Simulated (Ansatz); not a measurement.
# CdInI3 (model cell, started as cubic perovskite with Cd in the octahedra): phonons and vibrational spectra, part 2 of 2

Aim: the vibrations of CdInI3 (model cell, started as cubic perovskite with Cd in the octahedra), their spectra, and whether the structure is stable.

Ansatz 0.2.0; DFT PBEsol, scalar-relativistic, plane waves, PAW; PAW set soft_1.

So far. Step 4 (Tight relaxation): The forces vanish by symmetry and the pressure is 0.000 GPa, within the tolerances set. The cell now holds 38.57 Å³/atom. The relaxed cell has a = 5.778 Å (conventional setting).

The structure was built from a prototype and need not be the compound's stable phase.

## (5) Linear response at the zone centre

The zone centre comes first: it holds the modes that light can see, as far as symmetry allows. No field response is asked, since the mesh shows no gap.

input.yaml

```yaml
crystal:
  lattice:
    - [5.777575321, 0.0, 0.0]
    - [0.0, 5.777575321, 0.0]
    - [0.0, 0.0, 5.777575321]
  atoms:
    - { symbol: In, position: [0.0, 0.0, 0.0] }
    - { symbol: Cd, position: [0.5, 0.5, 0.5] }
    - { symbol: I, position: [0.5, 0.5, 0.0] }
    - { symbol: I, position: [0.5, 0.0, 0.5] }
    - { symbol: I, position: [0.0, 0.5, 0.5] }
kpoints:
  mp_grid: { grid: [6, 6, 6] }
hamiltonian:
  xc: pbesol
  pseudopotentials: { kind: paw, azcp: { folder: soft_1 }, xc_functional: pbe }
scf:
  occupations: { method: methfessel_paxton, width: 0.2 }
output:
  eigenvalues: true
phonons:
  method: dfpt
```

Run with:

```
$ ansatz run input.yaml --threads 4 --pin off --max-ram 16384MiB --backend cpu --events-out ev --progress --plain --runs-dir out
```

Numbers of over 12 decimals in the logs are rounded to 6 here.

Log:

```text
zone centre: on kpoints.mp_grid the ground state, and the responses unless they are solved on pairs of k-points, stand on 64 of the mesh's 216 k-points, reduced under 8 symmetry operations, with k and −k counted as one. Each operation leaves every solved displacement unchanged or reverses it
[...]
Crystal: 5 atoms, lattice volume = 192.858 Å³
Basis set: ecut = 420 eV, 3791 PW (Γ), exchange–correlation on 80×80×80 points (8 copies of the dense FFT grid, shifted against one another)
Bands: 51, of which v1, the nominal top of the filled ones, is band 42 counted from 1 (41 counted from 0)
Symmetry: 48 space group operations
k-points: 64 of 216 (irreducible under 8 space group operations)
[...]
SCF iter   1: F=—  HF=-36010.487456 eV  |F-HF|=—  |Δ(HF+E_count)|=         —  Δρ=4.48e-2  dr2=5.40e0  ethr=3.10e-3  ⟨swp⟩=9.2  Hψ=14124  notcnv=0
[...]
SCF iter  12: F=-36008.480079 eV  HF=-36008.480079 eV  |F-HF|=7.28e-12  |Δ(HF+E_count)|=  3.64e-11  S|Δr|=    0.00e0  Δρ=3.80e-8  dr2=2.41e-12  ethr=1.00e-12  ⟨swp⟩=15.7  Hψ=19149  notcnv=0
SCF 1 converged in 12 iterations: F = -36008.480079 eV  dr2 = 2.41e-12
[...]
DFPT response loops at Γ: preconditioner auto → Kerker (q_TF=auto, 2.375 Å⁻¹) (partly filled bands, converged f_vac=0.064); β = 1.00, the filter's whole step (`scf.mixing.beta` (0.50) is not read by the response loops under this deck's `scf.mixing.preconditioner`; to damp them name `kerker` or `kerker_dos`, under which they read `scf.mixing.beta`, and type it under 1.00, their step now; both keys bind the ground state too); Broyden in place of MSR1
SCF converged after 12 iterations
[...]
Free energy (F): -36008.480079 eV
[...]
Internal energy: -36008.492130 eV  (E = F + TS)
E sigma→0 (E₀):  -36008.483092 eV
Entropy (-TS):   0.012051 eV (2.410 meV/atom)
Fermi energy:    5.508385 eV
[...]
--- Band table (eV; the first three rows and the last of 64) ---
  k-point 0: bands = [... 38 lower, 4.5688, 4.7310, 4.7310, 4.7310, 5.2304, 9.4535, 9.4535, 9.4535, ... 5 higher]
  k-point 1: bands = [... 38 lower, 4.4919, 4.5052, 4.7050, 4.7050, 6.1415, 8.8748, 9.2496, 9.2496, ... 5 higher]
  k-point 2: bands = [... 38 lower, 4.3858, 4.4106, 4.7320, 4.7320, 7.4442, 8.1236, 8.9451, 8.9451, ... 5 higher]
  k-point 63: bands = [... 38 lower, 5.3892, 5.4530, 5.4530, 5.4530, 9.5479, 9.5479, 9.5479, 9.6474, ... 5 higher]
--- Phonons (Γ-DFPT): 4 representative perturbations + reference, on 64 of 216 k-points (Σ response iterations 12) ---
  k mesh reduced under 8 symmetry operations, with k and −k counted as one. Each operation leaves every solved displacement unchanged or reverses it
  ASR residual: 1.013e-4 → 0.000e0 eV/Å²; symmetrization residual: 5.049e-5 eV/Å²
  ASR residual per site (eV/Å²): 1.01e-4 6.42e-5 5.15e-5 5.15e-5 5.15e-5
  Γ frequencies (cm⁻¹): -51.03 -51.03 -51.03 -11.81 -11.81 -11.81 0.00 0.00 0.00 18.94 18.94 18.94 140.36 140.36 140.36
  non-analytic LO–TO correction: not included (Born effective charges unavailable; polar crystals: no LO–TO splitting at Γ)
```

Wall time 86 s (4 threads of Arm Neoverse V1, shared host); peak memory 2 GiB.

Reading the cycles: dr2 is the Hartree energy of the density residual (eV), the measure of convergence; HF is the Harris–Foulkes estimate of the energy, which meets the free energy F at convergence.

Numbers from this step:

| Quantity | Value |
| --- | --- |
| sum-rule residual before enforcement | 1.01e-4 eV/Å² |
| point group | m-3m |
| highest optical mode at the zone centre (no LO-TO term) | 140.4 cm⁻¹ |
| lowest optical zone-centre mode | -51.03 cm⁻¹ |

Patterns of degenerate modes are one choice out of their space. The modes at Γ (shares of kinetic energy by element, %) (negative means imaginary):

| mode | frequency (cm⁻¹) | symmetry | In % | Cd % | I % |
| --- | --- | --- | --- | --- | --- |
| 1 | -51.0 | T1u | 69 | 0 | 31 |
| 2 | -51.0 | T1u | 69 | 0 | 31 |
| 3 | -51.0 | T1u | 69 | 0 | 31 |
| 4 | -11.8 | T2u | 0 | 0 | 100 |
| 5 | -11.8 | T2u | 0 | 0 | 100 |
| 6 | -11.8 | T2u | 0 | 0 | 100 |
| 7 | 0.0 | acoustic | 19 | 18 | 63 |
| 8 | 0.0 | acoustic | 19 | 18 | 63 |
| 9 | 0.0 | acoustic | 19 | 18 | 63 |
| 10 | 18.9 | T1u | 12 | 48 | 39 |
| 11 | 18.9 | T1u | 12 | 48 | 39 |
| 12 | 18.9 | T1u | 12 | 48 | 39 |
| 13 | 140.4 | T1u | 0 | 33 | 67 |
| 14 | 140.4 | T1u | 0 | 33 | 67 |
| 15 | 140.4 | T1u | 0 | 33 | 67 |

Displacements in mode 2 (-51.0 cm⁻¹), the largest set to 1:
```
In1 -0.03  1.00  0.67
Cd2  0.00  0.07  0.05
I3   0.01 -0.45 -0.05
I4   0.01 -0.08 -0.30
I5   0.00 -0.45 -0.30
```

Displacements in mode 14 (140.4 cm⁻¹), the largest set to 1:
```
In1  0.00  0.00 -0.02
Cd2  0.00 -0.02 -0.76
I3   0.00  0.00  1.00
I4   0.00  0.03 -0.16
I5   0.00  0.00 -0.16
```

Before it was imposed, the acoustic sum rule was missed by 1.0e-4 eV/Å². Small misses are needed for a sound result but don't prove that mesh and cutoff are converged. The lowest optical mode is imaginary, 51.0i cm⁻¹, so the energy falls along it.

## (6) Phonons on a q mesh

Stability and thermal properties need the whole zone. Linear response on a 2×2×2 q mesh gives force constants as far as a supercell of that size would.

input.yaml: that of step 5 with these lines changed.

```diff
@@ -22 +22,8 @@
   method: dfpt
+  qmesh: [2, 2, 2]
+  temperatures: { t_max: 1000, t_step: 50 }
+  qpath:
+    path:
+      - [[0.0, 0.0, 0.0], [0.0, 0.5, 0.0], [0.5, 0.5, 0.0], [0.0, 0.0, 0.0], [0.5, 0.5, 0.5], [0.0, 0.5, 0.0]]
+      - [[0.5, 0.5, 0.5], [0.5, 0.5, 0.0]]
+    npoints: 10
```

Log:

```text
[...]
Crystal: 5 atoms, lattice volume = 192.858 Å³
Basis set: ecut = 420 eV, 3791 PW (Γ), exchange–correlation on 80×80×80 points (8 copies of the dense FFT grid, shifted against one another)
Bands: 51, of which v1, the nominal top of the filled ones, is band 42 counted from 1 (41 counted from 0)
Symmetry: 48 space group operations
k-points: 20 of 216
[...]
SCF iter   1: F=—  HF=-36010.487465 eV  |F-HF|=—  |Δ(HF+E_count)|=         —  Δρ=4.48e-2  dr2=5.39e0  ethr=3.10e-3  ⟨swp⟩=9.7  Hψ=4465  notcnv=0
[...]
SCF iter  12: F=-36008.480079 eV  HF=-36008.480079 eV  |F-HF|=7.28e-12  |Δ(HF+E_count)|=  1.46e-11  S|Δr|=    0.00e0  Δρ=3.60e-8  dr2=2.19e-12  ethr=1.00e-12  ⟨swp⟩=15.5  Hψ=5982  notcnv=0
SCF 1 converged in 12 iterations: F = -36008.480079 eV  dr2 = 2.19e-12
[...]
SCF iter   9: F=-36008.480079 eV  HF=-36008.480079 eV  |F-HF|=0.00e0  |Δ(HF+E_count)|=  2.91e-11  S|Δr|=    0.00e0  Δρ=6.53e-8  dr2=5.53e-12  ethr=1.00e-12  ⟨swp⟩=1.8  Hψ=2523  notcnv=0
SCF 2 converged in 9 iterations: F = -36008.480079 eV  dr2 = 5.53e-12
phonons: the bands overlap, so this run is a metal and interpolates without the dipole-dipole term. If the crystal is really an insulator or semiconductor, its LO-TO splitting is missing
NSCF: frozen V_eff on 20 k-points
[...]
DFPT response loops at q = (0, 0, 0) (fractional): preconditioner auto → Kerker (q_TF=auto, 2.375 Å⁻¹) (partly filled bands, converged f_vac=0.064); β = 1.00, the filter's whole step (`scf.mixing.beta` (0.50) is not read by the response loops under this deck's `scf.mixing.preconditioner`; to damp them name `kerker` or `kerker_dos`, under which they read `scf.mixing.beta`, and type it under 1.00, their step now; both keys bind the ground state too); Broyden in place of MSR1
[...]
SCF converged after 12 iterations
[...]
Free energy (F): -36008.480079 eV
[...]
Internal energy: -36008.492130 eV  (E = F + TS)
E sigma→0 (E₀):  -36008.483092 eV
Entropy (-TS):   0.012051 eV (2.410 meV/atom)
Fermi energy:    5.508385 eV
[...]
--- Band table (eV; the first three rows and the last of 20) ---
  k-point 0: bands = [... 38 lower, 4.5688, 4.7310, 4.7310, 4.7310, 5.2304, 9.4535, 9.4535, 9.4535, ... 5 higher]
  k-point 1: bands = [... 38 lower, 4.4919, 4.5052, 4.7050, 4.7050, 6.1415, 8.8748, 9.2496, 9.2496, ... 5 higher]
  k-point 2: bands = [... 38 lower, 4.3858, 4.4106, 4.7320, 4.7320, 7.4442, 8.1236, 8.9451, 8.9451, ... 5 higher]
  k-point 19: bands = [... 38 lower, 5.3892, 5.4530, 5.4530, 5.4530, 9.5479, 9.5479, 9.5479, 9.6474, ... 5 higher]
--- Phonons (Γ-DFPT): 4 representative perturbations + reference (Σ response iterations 12) ---
  ASR residual: 1.197e-4 → 0.000e0 eV/Å²; symmetrization residual: 5.461e-5 eV/Å²
  ASR residual per site (eV/Å²): 1.20e-4 5.57e-5 4.95e-5 4.95e-5 4.95e-5
[...]
--- Phonons (arbitrary-q DFPT): 4 irreducible q on the 2×2×2 mesh ---
  q = [0.0000, 0.0000, 0.0000] (star 1, of the zone-centre solve; hermiticity 1.85e-5, symmetrization 1.90e-11): -51.03 -51.03 -51.03 -11.81 -11.81 -11.81 -0.00 0.00 0.00 18.94 18.94 18.94 140.36 140.36 140.36
  q = [0.0000, 0.0000, -0.5000] (star 3, 9 solved perturbations in 504 linear systems a pass and spin channel, the states on 64 of 216 k-point pairs; hermiticity 1.73e-5, symmetrization 3.18e-8): -44.60 -44.60 -15.86 -15.86 -15.48 -9.00 20.68 20.68 27.81 27.81 33.91 111.95 122.41 140.75 140.75
[...]
sum rule: each row above includes the acoustic sum rule's correction from the zone centre's row sums; it moved no ω² by more than (0.53 cm⁻¹)²
  mesh force constants: q→R imaginary residual 3.13e-18; ASR residual 1.197e-4 → 0.000e0 eV/Å²; symmetrization residual 9.770e-15 eV/Å²
  interpolated dispersion: 62 rows × 15 modes
  density of states and harmonic sums: on the 12×12×12 q-mesh, interpolated from the force constants of a 2×2×2 supercell (no non-analytic term)
  largest difference from the sums on the solved wave vectors: F 1.07e-1 eV, S 1.16e-4 and C_V 1.55e-5 eV/K
  zero-point energy: 0.043414 eV/cell   skipped modes (ω ≤ 0): 480, of them read as no rigid motion or as one in doubt: 477 (5.733e0 modes/cell left out, lowest -51.03 cm⁻¹)   left out of the sums: 3.82e-1 of the cell's modes: C_V's classical limit lies that fraction below 3 k_B per atom; for a crystal, a wire or a layer, F and S can be off by more, and a phonons.interpolated_qmesh denser along its periods is the remedy for the sampling
```

Elapsed: 7 min, on 4 threads; peak memory 1.8 GiB; 27 min of CPU time.

Numbers from this step:

```
sum-rule residual before enforcement                    : 1.20e-4 eV/Å²
lowest frequency on the path                            : -51.03 cm⁻¹
highest frequency on the path or at a solved wavevector : 150.9 cm⁻¹
lowest mode on the q mesh (acoustic modes at Γ apart)   : -51.03 cm⁻¹
```

Frequencies (cm⁻¹) solved at each irreducible wavevector; negative means imaginary. Frequencies by wavevector, by row:

| q in reciprocal lattice units | star | mode 1 | mode 2 | mode 3 | mode 4 | mode 13 | mode 14 | mode 15 |
| --- | --- | --- | --- | --- | --- | --- | --- | --- |
| 0 0 0 | 1 | -51 | -51 | -51 | -11.8 | 140.4 | 140.4 | 140.4 |
| 0 0 -0.5 | 3 | -44.6 | -44.6 | -15.9 | -15.9 | 122.4 | 140.8 | 140.8 |
| 0 -0.5 -0.5 | 3 | -45.6 | -45.6 | -45 | -36 | 114 | 137.4 | 141.2 |
| -0.5 -0.5 -0.5 | 1 | -48.6 | -48.6 | -48.6 | -44.3 | 117.4 | 117.4 | 148.1 |

Interpolated from a 2×2×2 q mesh. Phonon branches along the path, in cm⁻¹:

| point | branch 1 | branch 2 | branch 3 | branch 4 | branch 12 | branch 13 | branch 14 | branch 15 |
| --- | --- | --- | --- | --- | --- | --- | --- | --- |
| Γ | -51 | -51 | -51 | -12 | 19 | 140 | 140 | 140 |
| halfway | -48 | -48 | -38 | -12 | 71 | 137 | 140 | 140 |
| X | -45 | -45 | -16 | -16 | 112 | 122 | 141 | 141 |
| halfway | -45 | -41 | -38 | -36 | 110 | 113 | 141 | 142 |
| M | -46 | -46 | -45 | -36 | 114 | 114 | 137 | 141 |
| halfway | -46 | -45 | -37 | -30 | 78 | 127 | 141 | 144 |
| Γ | -51 | -51 | -51 | -12 | 19 | 140 | 140 | 140 |
| halfway | -45 | -45 | -37 | -33 | 83 | 127 | 127 | 150 |
| R | -49 | -49 | -49 | -44 | 117 | 117 | 117 | 148 |
| halfway | -44 | -44 | -42 | -38 | 106 | 114 | 127 | 150 |
| X | -45 | -45 | -16 | -16 | 112 | 122 | 141 | 141 |
| jump to R | -49 | -49 | -49 | -44 | 117 | 117 | 117 | 148 |
| halfway | -47 | -47 | -45 | -43 | 116 | 116 | 118 | 149 |
| M | -46 | -46 | -45 | -36 | 114 | 114 | 137 | 141 |

The phonon density of states has structure finer than the step of the table below, so its rows give means over 10 cm⁻¹, whole bins alone (the curve runs from -51 to 151 cm⁻¹). Peaks (cm⁻¹: height): -45.0: 0.577, 37.0: 0.162, 71.0: 0.123, 149.0: 0.124.

Tetrahedra on a 12×12×12 mesh, mean over bins of 2 cm-1. Interpolated from a 2×2×2 q mesh. Phonon density of states against wavenumber; means over each step:

| wavenumber (cm⁻¹) | phonon density of states (1/cm⁻¹/cell) |
| --- | --- |
| -40 | 0.238 |
| -30 | 0.0836 |
| -20 | 0.0735 |
| -10 | 0.0590 |
| 0 | 0.0208 |
| 10 | 0.0251 |
| 20 | 0.0608 |
| 30 | 0.128 |
| 40 | 0.150 |
| 50 | 0.0640 |
| 60 | 0.0376 |
| 70 | 0.0619 |
| 80 | 0.00887 |
| 90 | 0.0146 |
| 100 | 0.0283 |
| 110 | 0.0469 |
| 120 | 0.0752 |
| 130 | 0.0541 |
| 140 | 0.0979 |

The partial phonon density of states has structure finer than the step of the table below, so its rows give means over 5 cm⁻¹, whole bins alone (the curve runs from -61 to 165 cm⁻¹). Peaks (cm⁻¹: height): Cd 37.1: 0.0384, 54.2: 0.0445, 67.0: 0.0273, 95.4: 0.0278, 106.8: 0.0407, 115.4: 0.0824, 141.0: 0.0326; I -44.0: 0.119, -26.9: 0.0770, -14.1: 0.0825, 38.5: 0.116, 69.8: 0.0670, 141.0: 0.0810; In -45.4: 0.243.

Phonopy on the run's constants, 11x11x11 mesh, Gaussian sigma 2.0 cm-1. Interpolated from a 2×2×2 q mesh. Table of partial phonon density of states by wavenumber; means over each step; values in 1/cm⁻¹/cell:

| wavenumber (cm⁻¹) | Cd | I | In |
| --- | --- | --- | --- |
| -55 | 8.4e-6 | 5.9e-4 | 0.00145 |
| -50 | 3.9e-4 | 0.0247 | 0.0606 |
| -45 | 0.00137 | 0.103 | 0.212 |
| -40 | 9.5e-4 | 0.0911 | 0.120 |
| -35 | 8.1e-4 | 0.0753 | 0.0560 |
| -30 | 3.5e-4 | 0.0640 | 0.0159 |
| -25 | 1.4e-4 | 0.0670 | 0.0108 |
| -20 | 7.2e-5 | 0.0598 | 0.00566 |
| -15 | 1.3e-4 | 0.0803 | 0.00678 |
| -10 | 8.5e-5 | 0.0612 | 0.00516 |
| -5 | 2.8e-5 | 0.0175 | 0.00147 |
| 0 | 1.0e-4 | 0.00615 | 8.9e-4 |
| 5 | 4.1e-4 | 0.0131 | 0.00259 |
| 10 | 6.4e-4 | 0.0207 | 0.00379 |
| 15 | 0.00126 | 0.0442 | 0.0101 |
| 20 | 0.00565 | 0.0498 | 0.0109 |
| 25 | 0.0129 | 0.0590 | 0.0115 |
| 30 | 0.0213 | 0.0865 | 0.0155 |
| 35 | 0.0337 | 0.107 | 0.0155 |
| 40 | 0.0304 | 0.113 | 0.0137 |
| 45 | 0.00678 | 0.0918 | 0.00946 |
| 50 | 0.0173 | 0.0315 | 0.00268 |
| 55 | 0.0355 | 0.0239 | 0.00214 |
| 60 | 0.0104 | 0.00729 | 4.9e-4 |
| 65 | 0.0212 | 0.0336 | 0.00145 |
| 70 | 0.0152 | 0.0582 | 0.00140 |
| 75 | 0.00990 | 0.0152 | 3.1e-4 |
| 80 | 0.00919 | 0.00386 | 7.7e-5 |
| 85 | 0.00499 | 0.00153 | 3.1e-5 |
| 90 | 0.00510 | 0.00221 | 3.9e-5 |
| 95 | 0.0228 | 0.00982 | 1.6e-4 |
| 100 | 0.0127 | 0.00430 | 8.2e-5 |
| 105 | 0.0283 | 0.0138 | 1.3e-4 |
| 110 | 0.0355 | 0.00984 | 1.7e-4 |
| 115 | 0.0702 | 0.0113 | 2.9e-4 |
| 120 | 0.0484 | 0.0215 | 1.1e-4 |
| 125 | 0.0258 | 0.0263 | 3.6e-5 |
| 130 | 0.0216 | 0.0312 | 2.3e-5 |
| 135 | 0.0239 | 0.0466 | 2.0e-5 |
| 140 | 0.0306 | 0.0731 | 3.8e-5 |
| 145 | 0.0220 | 0.0751 | 7.4e-5 |
| 150 | 0.0111 | 0.0585 | 4.7e-5 |
| 155 | 9.3e-4 | 0.00580 | 5.3e-6 |
| 160 | 1.5e-6 | 1.4e-5 | 0 |

Symmetry leaves 4 wavevectors to solve. The lowest mode among them, the acoustic zeros apart, lies at Γ and is imaginary, 51.0i cm⁻¹, so the energy falls along it.

## (7) Summary of results

```json
{
 "space group after relaxation (within 0.01 Å)": "Pm-3m",
 "volume per atom": "38.6 Å³",
 "electronic character": "no gap on this mesh",
 "highest optical mode at the zone centre (no LO-TO term)": "140 cm⁻¹",
 "lowest optical zone-centre mode": "-51.0 cm⁻¹",
 "lowest mode on the q mesh (acoustic modes at Γ apart)": "-51.0 cm⁻¹",
 "highest frequency on the path or at a solved wavevector": "151 cm⁻¹",
 "imaginary modes on the 2×2×2 q mesh": "yes"
}
```

Modes are clearly imaginary (beyond 10i cm⁻¹) at 4 of the 4 irreducible wavevectors, most at Γ (51.0i cm⁻¹), so this structure is not a minimum of the energy. The optical modes at Γ span -51 to 140 cm⁻¹ (negative means imaginary). The highest mode in this list at Γ, 140.4 cm⁻¹, has its largest share on I (67 % of the kinetic energy). With no gap, or one that is small against the smearing, the frequencies hang on the k mesh and the smearing, most of all near Kohn anomalies. A semilocal functional can close a gap that the real compound would have, so the metallic treatment may be an artefact of the level. Spin-orbit coupling is left out, which can matter for the heavy elements here. The PAW files were made for PBE and serve the other functionals too. The starting cell was built on a prototype and not taken from a measurement, so the phase need not exist. These are harmonic frequencies at zero temperature: anharmonic shifts, linewidths and thermal expansion are left out.

[Logs are printed without paths, hosts, clocks, repeated set-up lines and the standing remarks that a program may print on its own settings, such as how far it seeks lower states.]

[Hosts, paths, dates, database ids (printed as entryN), source tags and the programs' standing remarks are cut or masked in the printed files.]
